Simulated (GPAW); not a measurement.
Computed results, one entry a study.

## Mg2NCl (R-3m): one start, several treatments of the self-energy

Symmetry: R-3m, No. 166, trigonal system. The conventional cell has a = 3.321 Å, b = 3.321 Å, c = 18.009 Å, α = 90.00°, β = 90.00°, γ = 120.00°. Mg has 3 N at 2.17 Å and 3 Cl at 2.76 Å and 3 Mg at 2.79 Å nearest. Nearest to N lie 6 Mg at 2.17 Å. Nearest to Cl lie 6 Mg at 2.76 Å. Farther neighbours and most contacts between anions are not listed.

| Property | Result |
| --- | --- |
| method | DFT, LDA, plane waves, PAW (and 3 further levels or steps) |
| program | GPAW 26.7.0 |
| settings of one run | cutoff 600 eV, GPAW PAW setups 1.2.1 data release, 4×4×4 k-mesh, nbands 273 |
| cost | 6 runs, 18 min in all on 4 MPI ranks of Arm Neoverse V1, shared host (the runs of this entry) |
| notes | The cell and positions are those that the Materials Project relaxed with its own functionals (PBE, PBE+U or r2SCAN), kept fixed. Bands and cutoff are finite, so the gap is not at the basis limit. The miss can reach some tenths of an eV and take either sign; the mesh is an error of its own. |
| G0W0, Godby-Needs plasmon pole | 3.441 eV |
| one-shot HSE06 | 3.573 eV |
| G0W0, extrapolated in the cutoff | 3.704 eV |
| one-shot PBE0 | 4.236 eV |
| G0W0, full frequency, Hilbert transform | 3.473 eV |
| known limits | not at the basis limit |

One-shot HSE06: +0.132 eV against G0W0, Godby-Needs plasmon pole. G0W0, extrapolated in the cutoff: +0.263 eV against G0W0, Godby-Needs plasmon pole, at other bands or cutoff, so not like for like.

[Runs of the session that timed out or met a known fault of the program may be left out.]

[Hosts, paths, dates, database ids (printed as entryN), source tags and the programs' standing remarks are cut or masked in the printed files.]
